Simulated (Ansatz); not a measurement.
# Changed inputs in constrained RPA: CsMoF3 (cubic perovskite) (Pm-3m), part 2 of 2

Aim: hold the target of a cRPA run on CsMoF3 (cubic perovskite) (Pm-3m) and move one thing at a time.

Ansatz 0.2.0; constrained RPA on LDA, plane waves, PAW.

So far. Step 4 (Changed: 6×6×6 mesh): On the Mo t2g shell, screening brings the on-site interaction from 12.9 eV down to U = 4.56 eV. Step 6 (Changed: accuracy high): On the Mo t2g shell, screening brings the on-site interaction from 12.9 eV down to U = 4.56 eV.

The structure was built from a prototype and need not be the compound's stable phase.

## 7. Changed: a keyword of another program

input.yaml

```yaml
crystal:
  lattice:
    - [0.0, -4.21264457, 0.0]
    - [0.0, 0.0, 4.21264457]
    - [-4.21264457, 0.0, 0.0]
  atoms:
    - { symbol: Cs, position: [0.0, 0.0, 0.0] }
    - { symbol: Mo, position: [0.5, 0.5, 0.5] }
    - { symbol: F, position: [0.5, 0.5, 0.0] }
    - { symbol: F, position: [0.5, 0.0, 0.5] }
    - { symbol: F, position: [0.0, 0.5, 0.5] }
kpoints:
  mp_grid: { grid: [6, 6, 6] }
hamiltonian:
  xc: lda
scf:
  occupations: { method: gaussian, width: 0.08 }
  n_extra_bands: 19
  max_iter: 150
  lower_state_search: "off"
output:
  crpa:
    kmesh: [4, 4, 4]
    target_bands: [v2, c1]
    projections: [{ species: Mo, l: d, shell: 4, orbitals: [dxz, dyz, dxy] }]
    NCRPA_BANDS: 1
```

The run is started by

```bash
> ansatz run input.yaml --threads 4 --pin off --max-ram 9216MiB --backend cpu --events-out ev --progress --plain --runs-dir out
```

Numbers of over 12 decimals in the logs are rounded to 6 here.

The program printed:

```text
Error: YAML parse error: error: line 26 column 5: unknown field `NCRPA_BANDS`, expected one of accuracy, bounded_pairs, pair_densities, n_empty_bands, n_guard_bands, ecut_chi, kmesh, target_bands, projections
  --> <input>:26:5
   |
24 |     target_bands: [v2, c1]
25 |     projections: [{ species: Mo, l: d, shell: 4, orbitals: [dxz, dyz,…
26 |     NCRPA_BANDS: 1
   |     ^ unknown field `NCRPA_BANDS`, expected one of accuracy, bounded_pairs, pair_densities, n_empty_bands, n_guard_bands, ecut_chi, kmesh, target_bands, projections
```

Run time: 0.02 s. Hardware: 4 threads of Arm Neoverse V2, shared host; peak memory 0.023 GiB.

The program refused the input before any cycle.

The program's message: “Error: YAML parse error: error: line 26 column 5: unknown field `NCRPA_BANDS`, expected one of accuracy, bounded_pairs, pair_densities, n_empty_bands, n_guard_bands, ecut_chi, kmesh, target_bands, pro …”

The fault put into this input: a keyword of another program.

## 8. Changed: volume +6 %

The cell differs from the one that the last finished run ended in (a 4.213 → 4.295 Å, b 4.213 → 4.295 Å, c 4.213 → 4.295 Å).

input.yaml, the sections that differ from step 7:

```yaml
crystal:
  lattice:
    - [0.0, -4.2952664199, 0.0]
    - [0.0, 0.0, 4.2952664199]
    - [-4.2952664199, 0.0, 0.0]
  atoms:
    - { symbol: Cs, position: [0.0, 0.0, 0.0] }
    - { symbol: Mo, position: [0.5, 0.5, 0.5] }
    - { symbol: F, position: [0.5, 0.5, 0.0] }
    - { symbol: F, position: [0.5, 0.0, 0.5] }
    - { symbol: F, position: [0.0, 0.5, 0.5] }
output:
  crpa:
    kmesh: [4, 4, 4]
    target_bands: [v2, c1]
    projections: [{ species: Mo, l: d, shell: 4, orbitals: [dxz, dyz, dxy] }]
  local_orbitals:
    kmesh: [8, 8, 8]
    orbitals: [{ species: Mo, l: d, shell: 4, orbitals: [dxz, dyz, dxy] }]
    window: { bands: [v2, c1] }
    seedname: lo
# kpoints, hamiltonian, scf: as in step 7
```

The program printed:

```text
[...]
Crystal: 5 atoms, lattice volume = 79.245 Å³
Basis set: ecut = 420 eV, 1551 PW (Γ)
Bands: 41, of which v1, the nominal top of the filled ones, is band 22 counted from 1 (21 counted from 0)
Symmetry: 48 space group operations
[...]
k-points: 20 of 216
[...]
k-point 19: bands = [... 18 lower, 4.3354, 4.3354, 11.5030, 11.5030, 11.5030, 13.9647, 13.9647, 13.9647, ... 15 higher]
[...]
χ-basis size per q: N_G = 257..300
[...]
Site 1, 4D, 3 of 5 d orbitals (Wannier functions 1, 2, 3; wannier90's mr 2, 3, 5):
      screened: U = 4.6230 eV, U' = 3.8693 eV, J = 0.3558 eV
      screened, to within: U = 1.2e-2 eV, U' = 1.2e-2 eV, J = 9.0e-4 eV
      bare: V = 13.0030 eV, V' = 11.9752 eV, J = 0.5111 eV
[...]
[key lines of the parts left out:]
SCF converged after 7 iterations
Free energy (F): -12729.886155 eV
Fermi energy:    10.887278 eV
```

Wall time 30 s (4 threads); peak memory 0.61 GiB; 1.9 min of CPU time.

This step gave:

| Item | Value |
| --- | --- |
| U | 4.623 eV |
| U prime (inter-orbital) | 3.869 eV |
| J | 0.3558 eV |
| bare V | 13.00 eV |
| bare J | 0.5111 eV |
| stated bound on U | 0.01145 eV |
| U over bare V | 0.3555 |
| electrons in the window | 4.000 |
| head of the constrained inverse dielectric matrix | 0.3053 |
| least eigenvalue of the projection's overlap | 0.8120 |
| target functions | 3 |
| bands in the sums | 46 |
| r.m.s. miss of the model bands | 1.30e-4 eV |
| width of the target bands | 1.733 eV |
| weight of the projected orbitals in the window | 0.8932 |

On the Mo t2g shell, screening brings the on-site interaction from 13.0 eV down to U = 4.62 eV.

## 9. Changed: volume -3 %

The cell differs from the one that the last finished run ended in (a 4.295 → 4.170 Å, b 4.295 → 4.170 Å, c 4.295 → 4.170 Å).

input.yaml: that of step 8 with these lines changed.

```diff
@@ -2,5 +2,5 @@
   lattice:
-    - [0.0, -4.2952664199, 0.0]
-    - [0.0, 0.0, 4.2952664199]
-    - [-4.2952664199, 0.0, 0.0]
+    - [0.0, -4.1700896952, 0.0]
+    - [0.0, 0.0, 4.1700896952]
+    - [-4.1700896952, 0.0, 0.0]
   atoms:
```

The program printed:

```text
[...]
Crystal: 5 atoms, lattice volume = 72.516 Å³
Basis set: ecut = 420 eV, 1365 PW (Γ)
Bands: 41, of which v1, the nominal top of the filled ones, is band 22 counted from 1 (21 counted from 0)
Symmetry: 48 space group operations
[...]
k-points: 20 of 216
[...]
k-point 19: bands = [... 18 lower, 5.5271, 5.5271, 13.1456, 13.1456, 13.1456, 15.3983, 15.3983, 15.3983, ... 15 higher]
[...]
χ-basis size per q: N_G = 251..280
[...]
Site 1, 4D, 3 of 5 d orbitals (Wannier functions 1, 2, 3; wannier90's mr 2, 3, 5):
      screened: U = 4.5216 eV, U' = 3.7830 eV, J = 0.3541 eV
      screened, to within: U = 1.2e-2 eV, U' = 1.2e-2 eV, J = 9.2e-4 eV
      bare: V = 12.9023 eV, V' = 11.8877 eV, J = 0.5051 eV
[...]
[key lines of the parts left out:]
SCF converged after 7 iterations
Free energy (F): -12729.941612 eV
Fermi energy:    12.413336 eV
```

It took 28 s on 4 threads; peak memory 0.59 GiB; 1.8 min of CPU time.

Numbers from this step:

- U: 4.522 eV
- U prime (inter-orbital): 3.783 eV
- J: 0.3541 eV
- bare V: 12.90 eV
- bare J: 0.5051 eV
- stated bound on U: 0.01153 eV
- U over bare V: 0.3504
- electrons in the window: 4.000
- head of the constrained inverse dielectric matrix: 0.2944
- least eigenvalue of the projection's overlap: 0.7949
- target functions: 3
- bands in the sums: 46
- r.m.s. miss of the model bands: 2.92e-4 eV
- width of the target bands: 2.086 eV
- weight of the projected orbitals in the window: 0.8824

On the Mo t2g shell, screening brings the on-site interaction from 12.9 eV down to U = 4.52 eV.

## 10. Side by side

Times are wall times on 4 threads of Arm Neoverse V2, shared host, good to a factor of about two.

```
          run  bare V (eV)  U (eV)  J (eV)  bound on U (eV)  width (eV)     time
target window        12.94   4.559   0.355           0.0111        1.96     30 s
   2×2×2 mesh        13.28   4.823   0.360           0.0105        1.96    5.5 s
   6×6×6 mesh        12.91   4.560   0.355           0.0120        1.96  2.7 min
accuracy high        12.94   4.561   0.355           0.0006        1.96     51 s
  volume +6 %        13.00   4.623   0.356           0.0115        1.73     30 s
  volume -3 %        12.90   4.522   0.354           0.0115        2.09     28 s
```

## 11. Outcome

* target window: U 4.56 eV, J 0.35 eV
* 2×2×2 mesh: U 4.82 eV, J 0.36 eV
* 6×6×6 mesh: U 4.56 eV, J 0.35 eV
* accuracy high: U 4.56 eV, J 0.35 eV
* volume +6 %: U 4.62 eV, J 0.36 eV
* volume -3 %: U 4.52 eV, J 0.35 eV

**Reading.** 2×2×2 mesh moves U by +0.26 eV at 0.19 times the time. 6×6×6 mesh moves U by +0.001 eV (within the solver's bounds, for the mean over orbitals) at 5.4 times the time. Accuracy high moves U by +0.002 eV (within the solver's bounds, for the mean over orbitals). Volume +6 % moves U by +0.06 eV. Volume -3 % moves U by −0.04 eV. The printed bound covers the solver alone, not the mesh. The parent state is non-magnetic and the interaction static (zero frequency); U depends on the window and the orbitals, so it belongs to this model alone.

[Paths, hosts, dates, memory and timing lines, banners, echoed tables and standing remarks are left out of the program output.]

[Logs are printed without paths, hosts, clocks, repeated set-up lines and the standing remarks that a program may print on its own settings, such as how far it seeks lower states.]

[Runs of the session that timed out or met a known fault of the program may be left out.]

[Hosts, paths, dates, database ids (printed as entryN), source tags and the programs' standing remarks are cut or masked in the printed files.]
